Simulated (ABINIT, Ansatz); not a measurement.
**BaNaH6Ir (F-43m): changed settings of a GW run in ABINIT**

What do changed inputs do to GW on BaNaH6Ir (F-43m)?

Calculated with ABINIT 10.8.3; LDA and many-body steps on it, plane waves.

## Step 1: Set-up

Symmetry: F-43m, No. 216, cubic system. Conventional cell: a = 7.845 Å, b = 7.845 Å, c = 7.845 Å, α = 90.00°, β = 90.00°, γ = 90.00°. Nearest to Na lie 12 H at 2.79 Å. Ba has 12 H at 2.79 Å nearest. Nearest to H lie 1 Ir at 1.69 Å and 4 H at 2.39 Å and 2 Ba at 2.79 Å and 2 Na at 2.79 Å. Nearest to Ir lie 6 H at 1.69 Å. Farther neighbours are not listed.

The cell and positions are those that the Materials Project relaxed with its own functionals (PBE, PBE+U or r2SCAN), kept fixed. Spin-orbit coupling is left out unless a step names it.

## Step 2: Screening, 2×2×2 mesh, 100 bands, screening to 114.3 eV

This step: ABINIT 10.8.3; RPA screening on LDA, plane waves, norm-conserving pseudopotentials.

The RPA dielectric matrix is built and inverted for each q.

Contents of run.abi:

```
acell 3*1.0 Angstrom
rprim 
  -0.000000000000 3.922549000000 3.922549000000
  3.922549000000 -0.000000000000 3.922549000000
  3.922549000000 3.922549000000 -0.000000000000
ntypat 4
znucl 11 56 1 77
natom 9
typat 1 2 3 3 3 3 3 3 4
xred 
  0.250000000000 0.250000000000 0.250000000000
  0.750000000000 0.750000000000 0.750000000000
  0.784973000000 0.215027000000 0.215027000000
  0.215027000000 0.784973000000 0.215027000000
  0.784973000000 0.784973000000 0.215027000000
  0.215027000000 0.784973000000 0.784973000000
  0.784973000000 0.215027000000 0.784973000000
  0.215027000000 0.215027000000 0.784973000000
  0.000000000000 0.000000000000 0.000000000000
pp_dirpath "pseudos"
pseudos "Na.upf, Ba.upf, H.upf, Ir.upf"
ecut 38
ngkpt 2 2 2
nshiftk 1
shiftk 0 0 0
kptopt 1
chksymbreak 0
istwfk *1
occopt 1
irdwfk 1
optdriver 3
nband 100
ecuteps 4.2
inclvkb 2
awtr 1
symchi 1
indata_prefix "in"
outdata_prefix "out"
tmpdata_prefix "tmp"
```

Started as:

```console
$ OMP_NUM_THREADS=1 mpirun -n 4 abinit run.abi > log
```

The program printed:

```text
.Version 10.8.3 of ABINIT. v10.8.2 released Aug 2026.

 Symmetries : space group F-4 3 m (#216); Bravais cF (face-center cubic)
[... echo of the input left out ...]
== DATASET  1 ==================================================================
-   mpi_nproc: 4, omp_nthreads: 1 (-1 if OMP is not activated)

--- !DatasetInfo
iteration_state: {dtset: 1, }
dimensions: {natom: 9, nkpt: 3, mband: 100, nsppol: 1, nspinor: 1, nspden: 1, mpw: 9185, }
cutoff_energies: {ecut:  38.0, pawecutdg:  -1.0, }
electrons: {nelect:   4.20000000E+01, charge:   0.00000000E+00, occopt:   1.00000000E+00, tsmear:   1.00000000E-02, }

 SCREENING: Calculation of the susceptibility and dielectric matrices

 Based on a program developped by R.W. Godby, V. Olevano, G. Onida, and L. Reining.
 Incorporated in ABINIT by V. Olevano, G.-M. Rignanese, and M. Torrent.
.Using double precision arithmetic ; gwpc =  8

[... cell and pseudopotentials left out ...]
--------------------------------------------------------------------------------

 ==== K-mesh for the wavefunctions ====
 Number of points in the irreducible wedge :     3
[... list of points left out ...]
 Together with 24 symmetry operations and time-reversal symmetry
 yields     8 points in the full Brillouin Zone.

 ==== Q-mesh for the screening function ====
 Number of points in the irreducible wedge :     3
[... list of points left out ...]
 Together with 24 symmetry operations and time-reversal symmetry
 yields     8 points in the full Brillouin Zone.

 setmesh: FFT mesh size selected  =    40x   40x   40
          total number of points  =        64000

 vcoul_init : cutoff-mode = AUXILIARY_FUNCTION
 q-points for optical limit:   1
     1)      0.000010    0.000020    0.000030

- screening: taking advantage of time-reversal symmetry
- Maximum band index for partially occupied states nbvw = 21
- Remaining bands to be divided among processors   nbcw = 79
- Number of bands treated by each node ~19

 Number of electrons calculated from density =   42.0000; Expected =   42.0000
 average of density, n =  0.051561
 r_s =    1.6667
 omega_plasma =   21.9035 [eV]

 calculating chi0 at frequencies [eV] :
  1    0.000000E+00    0.000000E+00
  2    0.000000E+00    2.190354E+01

--------------------------------------------------------------------------------
  q-point number  1        q = ( 0.000000, 0.000000, 0.000000) [r.l.u.]
--------------------------------------------------------------------------------
[... chi0 elements left out ...]
 For q-point:  0.000010 0.000020 0.000030
  dielectric constant =   4.0985
  dielectric constant without local fields =   5.0281

  Average fulfillment of the sum rule on Im[epsilon] for q-point    1 :     55.89  [%]
[... wings left out ...]
  q-point number  2        q = ( 0.500000, 0.000000, 0.000000) [r.l.u.]
--------------------------------------------------------------------------------
[... chi0 elements left out ...]
  Average fulfillment of the sum rule on Im[epsilon] for q-point    2 :     63.33  [%]

 [... 1 further q-points ...]
```

Elapsed: 17 s, on 4 MPI ranks of Arm Neoverse V1, shared host; peak memory 1.5 GiB.

Numbers from this step:

```yaml
eps_infinity_with_local_fields_on_this_mesh_along_the_program_s_q_direction: 4.098
the_same_without_local_fields: 5.028
plasma_frequency: 21.90 eV
plane_waves_in_the_screening_matrix: 331
```

Local fields lower ε∞ by 18 %. On a Γ-centred mesh this coarse the value itself is usually too large, while a short band sum pulls it down.

## Step 3: Base

The self-energy is evaluated for the states that the input lists, and the levels follow from it, in one-shot runs by the linearised quasiparticle equation.

This step: G0W0 on LDA, plane waves, norm-conserving pseudopotentials.

Edit run.abi of step 2 so:

```diff
@@ -30,8 +30,17 @@
 irdwfk 1
-optdriver 3
+optdriver 4
 nband 100
+gwcalctyp 0
+ecutsigx 38
+symsigma 1
+nkptgw 2
+kptgw 
+  0.0000000000 0.0000000000 0.0000000000
+  0.5000000000 0.5000000000 0.0000000000
+bdgw 
+  19 24
+  20 23
 ecuteps 4.2
-inclvkb 2
-awtr 1
-symchi 1
+irdscr 1
+ppmodel 1
 indata_prefix "in"
```

The program printed:

```text
.Version 10.8.3 of ABINIT. v10.8.2 released Aug 2026.

 Symmetries : space group F-4 3 m (#216); Bravais cF (face-center cubic)
[... echo of the input left out ...]
== DATASET  1 ==================================================================
-   mpi_nproc: 4, omp_nthreads: 1 (-1 if OMP is not activated)

--- !DatasetInfo
iteration_state: {dtset: 1, }
dimensions: {natom: 9, nkpt: 3, mband: 100, nsppol: 1, nspinor: 1, nspden: 1, mpw: 9185, }
cutoff_energies: {ecut:  38.0, pawecutdg:  -1.0, }
electrons: {nelect:   4.20000000E+01, charge:   0.00000000E+00, occopt:   1.00000000E+00, tsmear:   1.00000000E-02, }

 SIGMA: Calculation of the GW corrections

 Based on a program developped by R.W. Godby, V. Olevano, G. Onida, and L. Reining.
 Incorporated in ABINIT by V. Olevano, G.-M. Rignanese, and M. Torrent.
.Using double precision arithmetic ; gwpc =  8

[... cell and pseudopotentials left out ...]
--------------------------------------------------------------------------------

 ==== K-mesh for the wavefunctions ====
 Number of points in the irreducible wedge :     3
[... list of points left out ...]
 Together with 24 symmetry operations and time-reversal symmetry
 yields     8 points in the full Brillouin Zone.

 ==== Q-mesh for screening function ====
 Number of points in the irreducible wedge :     3
[... list of points left out ...]
 Together with 24 symmetry operations and time-reversal symmetry
 yields     8 points in the full Brillouin Zone.

 vcoul_init : cutoff-mode = AUXILIARY_FUNCTION
 q-points for optical limit:   1
     1)      0.000010    0.000020    0.000030
 setmesh: FFT mesh size selected  =    60x   60x   60
          total number of points  =       216000

 Number of electrons calculated from density =   42.0000; Expected =   42.0000
 average of density, n =  0.051561
 r_s =    1.6667
 omega_plasma =   21.9035 [eV]

 === KS Band Gaps ===
  >>>> For spin  1
   Minimum direct gap =   3.0205 [eV], located at k-point      :   0.5000  0.5000  0.0000
   Fundamental gap    =   2.9903 [eV], Top of valence bands at :   0.0000  0.0000  0.0000
                                       Bottom of conduction at :   0.5000  0.5000  0.0000
 SIGMA fundamental parameters:
 PLASMON POLE MODEL  1
 number of plane-waves for SigmaX                 9185
 number of plane-waves for SigmaC and W            331
 number of plane-waves for wavefunctions          9185
 number of bands                                   100
 number of independent spin polarizations            1
 number of spinorial components                      1
 number of k-points in IBZ                           3
 number of q-points in IBZ                           3
 number of symmetry operations                      24
 number of k-points in BZ                            8
 number of q-points in BZ                            8
 number of frequencies for dSigma/dE                 9
 frequency step for dSigma/dE [eV]                0.25
 number of omega for Sigma on real axis              0
 max omega for Sigma on real axis  [eV]           0.00
 zcut for avoiding poles [eV]                     0.10

 EPSILON^-1 parameters (SCR file):
 dimension of the eps^-1 matrix on file            331
 dimension of the eps^-1 matrix used               331
 number of plane-waves for wavefunctions          9185
 number of bands                                   100
 number of q-points in IBZ                           3
 number of frequencies                               2
 number of real frequencies                          1
 number of imag frequencies                          1

 matrix elements of self-energy operator (all in [eV])

 Perturbative Calculation

--- !SelfEnergy_ee
iteration_state: {dtset: 1, }
kpoint     : [   0.000,    0.000,    0.000, ]
spin       : 1
KS_gap     :    4.356
QP_gap     :    5.357
Delta_QP_KS:    1.001
data: !SigmaeeData |
     Band     E0 <VxcDFT>   SigX SigC(E0)      Z dSigC/dE  Sig(E)    E-E0       E
       19   1.722 -18.170 -21.641   3.758   0.782  -0.279 -17.946   0.223   1.945
       20   1.722 -18.170 -21.641   3.758   0.782  -0.279 -17.946   0.223   1.945
       21   1.722 -18.170 -21.641   3.758   0.782  -0.279 -17.946   0.223   1.945
       22   6.078  -8.577  -4.021  -3.103   0.843  -0.187  -7.353   1.224   7.302
       23   6.873 -12.709  -7.531  -3.137   0.825  -0.212 -11.024   1.685   8.557
       24   6.873 -12.709  -7.531  -3.137   0.825  -0.212 -11.024   1.685   8.557

--- !SelfEnergy_ee
iteration_state: {dtset: 1, }
kpoint     : [   0.500,    0.500,    0.000, ]
spin       : 1
KS_gap     :    3.020
QP_gap     :    4.219
Delta_QP_KS:    1.198
data: !SigmaeeData |
     Band     E0 <VxcDFT>   SigX SigC(E0)      Z dSigC/dE  Sig(E)    E-E0       E
       20   1.692 -17.958 -21.423   3.719   0.782  -0.279 -17.759   0.199   1.890
       21   1.692 -17.958 -21.423   3.719   0.782  -0.279 -17.759   0.199   1.890
       22   4.712 -11.462  -7.150  -2.634   0.833  -0.201 -10.065   1.397   6.109
       23   6.945 -11.156  -6.632  -2.814   0.833  -0.200  -9.731   1.425   8.370

== END DATASET(S) ==============================================================
================================================================================

 -outvars: echo values of variables after computation  --------
           etotal      0.0000000000E+00
            nband         100
             nkpt           3
          spgroup         216
 [... the other variables as echoed above ...]

 Calculation completed.
```

Wall time 9.8 s (4 MPI ranks); peak memory 0.96 GiB; 39 s of CPU time.

This step gave:

```
G0W0 gap on the points computed              : 4.164 eV
starting gap on the mesh                     : 2.990 eV
k of the valence top                         : 0, 0, 0
k of the conduction bottom                   : 0.5, 0.5, 0
Z at the valence top                         : 0.782
Z at the conduction bottom                   : 0.833
least direct G0W0 gap on the computed points : 4.219 eV
```

The gap on the mesh goes from 2.99 eV to 4.16 eV, a correction of +1.17 eV.

## Step 4: Scissors in G

Edit run.abi of step 3 so:

```diff
@@ -45,2 +45,3 @@
 ppmodel 1
+mbpt_sciss 1.0 eV
 indata_prefix "in"
```

The program printed:

```text
.Version 10.8.3 of ABINIT. v10.8.2 released Aug 2026.

 Symmetries : space group F-4 3 m (#216); Bravais cF (face-center cubic)
[... echo of the input left out ...]
== DATASET  1 ==================================================================
-   mpi_nproc: 4, omp_nthreads: 1 (-1 if OMP is not activated)

--- !DatasetInfo
iteration_state: {dtset: 1, }
dimensions: {natom: 9, nkpt: 3, mband: 100, nsppol: 1, nspinor: 1, nspden: 1, mpw: 9185, }
cutoff_energies: {ecut:  38.0, pawecutdg:  -1.0, }
electrons: {nelect:   4.20000000E+01, charge:   0.00000000E+00, occopt:   1.00000000E+00, tsmear:   1.00000000E-02, }

 SIGMA: Calculation of the GW corrections

 Based on a program developped by R.W. Godby, V. Olevano, G. Onida, and L. Reining.
 Incorporated in ABINIT by V. Olevano, G.-M. Rignanese, and M. Torrent.
.Using double precision arithmetic ; gwpc =  8

[... cell and pseudopotentials left out ...]
--------------------------------------------------------------------------------

 ==== K-mesh for the wavefunctions ====
 Number of points in the irreducible wedge :     3
[... list of points left out ...]
 Together with 24 symmetry operations and time-reversal symmetry
 yields     8 points in the full Brillouin Zone.

 ==== Q-mesh for screening function ====
 Number of points in the irreducible wedge :     3
[... list of points left out ...]
 Together with 24 symmetry operations and time-reversal symmetry
 yields     8 points in the full Brillouin Zone.

 vcoul_init : cutoff-mode = AUXILIARY_FUNCTION
 q-points for optical limit:   1
     1)      0.000010    0.000020    0.000030
 setmesh: FFT mesh size selected  =    60x   60x   60
          total number of points  =       216000

 Number of electrons calculated from density =   42.0000; Expected =   42.0000
[...]
max omega for Sigma on real axis  [eV]           0.00
 zcut for avoiding poles [eV]                     0.10
 scissor energy [eV]                              1.00

 EPSILON^-1 parameters (SCR file):
 dimension of the eps^-1 matrix on file            331
 dimension of the eps^-1 matrix used               331
 number of plane-waves for wavefunctions          9185
 number of bands                                   100
 number of q-points in IBZ                           3
 number of frequencies                               2
 number of real frequencies                          1
 number of imag frequencies                          1

 matrix elements of self-energy operator (all in [eV])

 Perturbative Calculation

--- !SelfEnergy_ee
iteration_state: {dtset: 1, }
kpoint     : [   0.000,    0.000,    0.000, ]
spin       : 1
KS_gap     :    4.356
QP_gap     :    5.472
Delta_QP_KS:    1.116
data: !SigmaeeData |
     Band     E0 <VxcDFT>   SigX SigC(E0)      Z dSigC/dE  Sig(E)    E-E0       E
       19   1.722 -18.170 -21.641   3.791   0.783  -0.277 -17.920   0.250   1.972
       20   1.722 -18.170 -21.641   3.791   0.783  -0.277 -17.920   0.250   1.972
       21   1.722 -18.170 -21.641   3.791   0.783  -0.277 -17.920   0.250   1.972
[...]
--- !SelfEnergy_ee
iteration_state: {dtset: 1, }
kpoint     : [   0.500,    0.500,    0.000, ]
spin       : 1
KS_gap     :    3.020
QP_gap     :    4.332
Delta_QP_KS:    1.311
data: !SigmaeeData |
     Band     E0 <VxcDFT>   SigX SigC(E0)      Z dSigC/dE  Sig(E)    E-E0       E
[...]
22   4.712 -11.462  -7.150  -2.668   0.835  -0.198  -9.924   1.537   6.249
       23   6.945 -11.156  -6.632  -2.843   0.835  -0.198  -9.588   1.568   8.513

== END DATASET(S) ==============================================================
================================================================================

 -outvars: echo values of variables after computation  --------
           etotal      0.0000000000E+00
            nband         100
             nkpt           3
          spgroup         216
 [... the other variables as echoed above ...]

 Calculation completed.
```

The job ended after 9.8 s (4 MPI ranks; peak memory 0.96 GiB).

This step gave:

- G0W0 gap on the points computed: 4.277 eV
- starting gap on the mesh: 2.990 eV
- k of the valence top: 0, 0, 0
- k of the conduction bottom: 0.5, 0.5, 0
- Z at the valence top: 0.783
- Z at the conduction bottom: 0.835
- least direct G0W0 gap on the computed points: 4.332 eV

(Continued in part 2 of 2.)

[Paths, hosts, dates, memory and timing lines, banners, echoed tables and standing remarks are left out of the program output.]

[Logs are printed without paths, hosts, clocks, repeated set-up lines and the standing remarks that a program may print on its own settings, such as how far it seeks lower states.]

[Runs of the session that timed out or met a known fault of the program may be left out.]

[No measured gap is set beside runs whose start may be inverted or whose files or cutoffs have a known fault.]

[Hosts, paths, dates, database ids (printed as entryN), source tags and the programs' standing remarks are cut or masked in the printed files.]

[G0W0 gaps are taken among the corrected bands and points alone; a level outside them can change the order at an edge.]

[Where Ansatz stands beside ABINIT at settings called matched, ABINIT's density can come from a denser mesh and the files from another edition; pairs whose starting gaps differed by over 0.03 eV were left out, so agreement reads better than it is.]
